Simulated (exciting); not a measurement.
Two BSE runs for the Be K edge of Be3N2, space group R3m. Run A: exciting, all-electron LAPW+lo, LDA, exchange and screened direct term (singlet BSE), 4×4×4 shifted k points, 15 conduction bands, |G+q| up to 3 bohr⁻¹, full RPA screening with nempty = 35, Lorentzian half width 0.45 eV. Run B has a fault in its input.

Energy from the Kohn–Sham onset, core level to the lowest empty state found on the meshes used; one zero for both, scaled to A's maximum:

| E (eV) | A | B |
| --- | --- | --- |
| -5.0 | 0.01 | 0.02 |
| -4.5 | 0.02 | 0.02 |
| -4.0 | 0.02 | 0.03 |
| -3.5 | 0.02 | 0.03 |
| -3.0 | 0.03 | 0.04 |
| -2.5 | 0.04 | 0.06 |
| -2.0 | 0.05 | 0.09 |
| -1.5 | 0.09 | 0.15 |
| -1.0 | 0.17 | 0.35 |
| -0.5 | 0.31 | 0.54 |
| 0.0 | 0.36 | 0.62 |
| 0.5 | 0.46 | 0.69 |
| 1.0 | 0.51 | 0.80 |
| 1.5 | 0.71 | 0.97 |
| 2.0 | 0.87 | 0.96 |
| 2.5 | 0.98 | 0.83 |
| 3.0 | 0.72 | 0.55 |
| 3.5 | 0.59 | 0.48 |
| 4.0 | 0.56 | 0.46 |
| 4.5 | 0.51 | 0.42 |
| 5.0 | 0.47 | 0.38 |
| 5.5 | 0.37 | 0.31 |
| 6.0 | 0.36 | 0.30 |
| 6.5 | 0.34 | 0.28 |
| 7.0 | 0.33 | 0.28 |
| 7.5 | 0.33 | 0.27 |
| 8.0 | 0.31 | 0.27 |
| 8.5 | 0.35 | 0.30 |
| 9.0 | 0.31 | 0.25 |
| 9.5 | 0.26 | 0.21 |
| 10.0 | 0.23 | 0.19 |
| 10.5 | 0.21 | 0.17 |
| 11.0 | 0.19 | 0.16 |
| 11.5 | 0.18 | 0.16 |
| 12.0 | 0.20 | 0.18 |
| 12.5 | 0.23 | 0.20 |
| 13.0 | 0.22 | 0.19 |
| 13.5 | 0.20 | 0.17 |
| 14.0 | 0.17 | 0.14 |
| 14.5 | 0.15 | 0.12 |
| 15.0 | 0.12 | 0.11 |
| 15.5 | 0.10 | 0.09 |
| 16.0 | 0.09 | 0.08 |

Question: What most likely went wrong in run B?

Far too few empty states in the screening (empty states in the screening from 35 to 8). The spectrum differs from run A by 28 % r.m.s. Moving the earlier curve by -0.7 eV leaves 16 %. The highest maximum lies at 1.5 eV (0.97), against 2.4 eV (1.00). The first bright state moves from -0.66 to -0.74 eV. Too few states underscreen, so the attraction is too strong. Other settings could leave a like mark; this is the change that was made.

[Hosts, paths, dates, database ids (printed as entryN), source tags and the programs' standing remarks are cut or masked in the printed files.]
